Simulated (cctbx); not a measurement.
# What is wrong with this refinement?

Cell a = 4.7240 Å, b = 4.7240 Å, c = 7.4460 Å, α = 90.00°, β = 90.00°, γ = 120.00°; space group P6_3/mmc (no. 194).

The data are simulated with cctbx, not measured: Cu Kα, λ = 1.54184 Å, to d = 0.83 Å, 80 % of the full sphere, strongest reflection 40000 counts, noise from counting, a 2 % proportional error and a noise floor of 2 counts (s.d.); no absorption.

An anisotropic refinement with weights 1/σ² prints:

```text
Rint 0.017, 69 unique reflections to 0.84 A
cycle     R1     wR2    GooF  max shift (A)
   1  0.0482  0.2010  22.552   0.00000
   2  0.0438  0.1430  16.038   0.00000
final R1 0.0438 wR2 0.1430 GooF 16.038  parameters 4  data/parameter 17.2
atom        x        y        z      Ueq    occ   su(xyz)  su(Uiso or U11)
Sm1    0.00000  0.00000  0.50000   0.0074  1.000  0.00000  0.0013
Si1    0.66667  0.33333  0.25000   0.0272  1.000  0.00000  0.0032
difference map: max 6.41 min -0.72 rms 0.44
Q1    0.3333  0.6667  0.1065    4    6.44  2.65 A from Si1
Q2    0.3333  0.6667  0.7500    2    2.46  0.00 A from Si1
Q3    0.0000  0.0000  0.0000    2    1.25  0.00 A from Sm1
Q4    0.0318  0.5159  0.0747   12    0.29  1.98 A from Si1
Q5    0.2745  0.5489  0.2500    6    0.22  2.52 A from Si1
Q6    0.0933  0.4147  0.1663   24    0.19  1.96 A from Si1
```

**Question.** Can this result stand? If not, what is the likely fault?

Mend it. The fault: an atom left out, Li at (1/3, 2/3, 0.1063). Against the right model at the same level, R1 goes from 0.0038 to 0.0438 and GooF from 0.93 to 16.04 and the top difference peak, 6.4 e/Å³, lies 2.65 Å from Si1. Q1 is the missing atom. With scattering power missing, scale and phases suffer, so peaks may also grow on the heavy atoms.

The compound is Li2SmSi. The right model at the same level gives:

```text
Rint 0.017, 69 unique reflections to 0.84 A
cycle     R1     wR2    GooF  max shift (A)
   1  0.0216  0.0779   8.948   0.02760
   2  0.0038  0.0081   0.928   0.00001
final R1 0.0038 wR2 0.0081 GooF 0.928  parameters 7  data/parameter 9.9
atom        x        y        z      Ueq    occ   su(xyz)  su(Uiso or U11)
Sm1    0.00000  0.00000  0.50000   0.0078  1.000  0.00000  0.0001
Si1    0.66667  0.33333  0.25000   0.0232  1.000  0.00000  0.0002
Li1    0.33333  0.66667  0.10581   0.0174  1.000  0.00038  0.0008
difference map: max 0.13 min -0.13 rms 0.04
Q1    0.0000  0.0000  0.1637    4    0.13  1.22 A from Sm1
Q2    0.3333  0.6667  0.0003    4    0.13  0.79 A from Li1
Q3    0.1857  0.3714  0.9993   12    0.11  1.44 A from Li1
Q4    0.9970  0.2775  0.1106   24    0.11  1.55 A from Sm1
Q5    0.9874  0.4937  0.1085   12    0.06  1.42 A from Li1
Q6    0.2423  0.4846  0.1325   12    0.05  0.77 A from Li1
```

This is a model crystal, built by substitution and not relaxed, with assumed displacement parameters.

[Middle refinement cycles are left out of these outputs.]

[Logs are printed without paths, hosts, clocks, repeated set-up lines and the standing remarks that a program may print on its own settings, such as how far it seeks lower states.]
